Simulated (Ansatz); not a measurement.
# Mo(100) slab (32 atoms): surface energy

What is the surface energy of this cell, counted against the bulk crystal, and how far does it hang on functional and mesh?

Calculated with Ansatz 0.2.0: Kohn-Sham DFT, PBE, PAW (set soft_2), plane waves; cutoff 420 eV, fermi-dirac smearing of 0.1 eV. Cutoffs: 420 eV for PBE and PBEsol; 500 eV for r2SCAN.

**The cells**

The cell holds 32 atoms: 32 Mo. Cell: a = 6.320 Å, b = 6.320 Å, c = 26.060 Å, α = 90.0°, β = 90.0°, γ = 90.0°. It derives from Mo. The starting structure: Slab of Mo cut on (1 0 0), 11.1 Å thick, 2 x 2 surface cells, both faces free, 15 Å of vacuum; not relaxed. Lattice constants are starting values near those of PBE. Vacuum lies along c.

The bulk reference is Mo2 in a cell of 2 atoms, 15.777 Å³ an atom.

The input of the single point on the relaxed cell:

```yaml
crystal:
  lattice:
    - [6.32, 0.0, 0.0]
    - [0.0, 6.32, 0.0]
    - [0.0, 0.0, 26.06]
  atoms:
    - { symbol: Mo, position: [0.25, 0.25, 0.29405] }
    - { symbol: Mo, position: [1.0, 0.0, 0.34664] }
    - { symbol: Mo, position: [0.25, 0.25, 0.41032] }
    - { symbol: Mo, position: [1.0, 1.0, 0.46878] }
    [... 26 atom lines left out ...]
    - { symbol: Mo, position: [0.75, 0.75, 0.65336] }
    - { symbol: Mo, position: [0.5, 0.5, 0.70595] }
kpoints:
  mp_grid: { grid: [6, 6, 1] }
hamiltonian:
  xc: pbe
scf:
  occupations: { method: fermi_dirac, width: 0.1 }
output:
  forces: true
  populations: true
  dos:
    method: { smearing: { sigma: 0.08 } }
    de: 0.1
    projected: { site_lists: { Mo: [Mo] } }
  eigenvalues: true
  write_density: true
  write_potential: true
  volumetric_format: npy
```

| cell | formula | k-mesh | relaxation steps | gain on relaxing (eV) | free energy, PBE (eV) | time of its runs on this page |
| --- | --- | --- | --- | --- | --- | --- |
| Mo(100) slab | Mo32 | 6×6×1 (relaxed on 4×4×1) | 5 | 1.47 | -158577.151 | 32 s |
| bulk Mo | Mo2 | 17×17×17 | - | - | -9912.065 | 12 s |

**Surface energy**

The excess is the cell's free energy less 16 times that of the bulk cell. It is divided by twice the area, as the cell holds two faces, so the value is their mean, and they need not be alike (39.94 Å²), with 1 eV/Å² = 16.022 J/m².

| level | k-mesh | excess (eV) | surface energy (J/m²) | per area (meV/Å²) |
| --- | --- | --- | --- | --- |
| PBE | 6×6×1 | 15.892 | 3.187 | 198.9 |
| PBE, denser mesh | 7×7×1 | 15.870 | 3.183 | 198.7 |
| r2SCAN | 6×6×1 | 17.176 | 3.445 | 215.0 |
| PBEsol | 6×6×1 | 17.517 | 3.513 | 219.3 |

Worked for the first row at PBE: (-158577.151) − 16 × (-9912.065) = 15.892 eV (from unrounded energies).

Then 15.892 / (2 × 39.94) × 16.022 = 3.187 J/m².

**Findings**

At PBE the surface energy is 3.19 J/m². At the same geometries the levels give 3.19 (PBE) to 3.51 J/m² (PBEsol) and the denser mesh leaves it within 0.01 J/m². Relaxing the atoms lowered it by 0.294 J/m² from the start (on the 4×4×1 mesh of the relaxation), and the farthest atom moved 0.16 Å.

Limits: The cell edges were held, so the lattice is the typed one for every functional. Cell and bulk are sampled on unlike meshes, and the error grows with the number of atoms subtracted. These are free energies under a smearing of 0.1 eV, whose entropy term isn't removed. In some runs the program notes that the exchange-correlation potential is rough where the density is thin.

[Logs are printed without paths, hosts, clocks, repeated set-up lines and the standing remarks that a program may print on its own settings, such as how far it seeks lower states.]

[Hosts, paths, dates, database ids (printed as entryN), source tags and the programs' standing remarks are cut or masked in the printed files.]
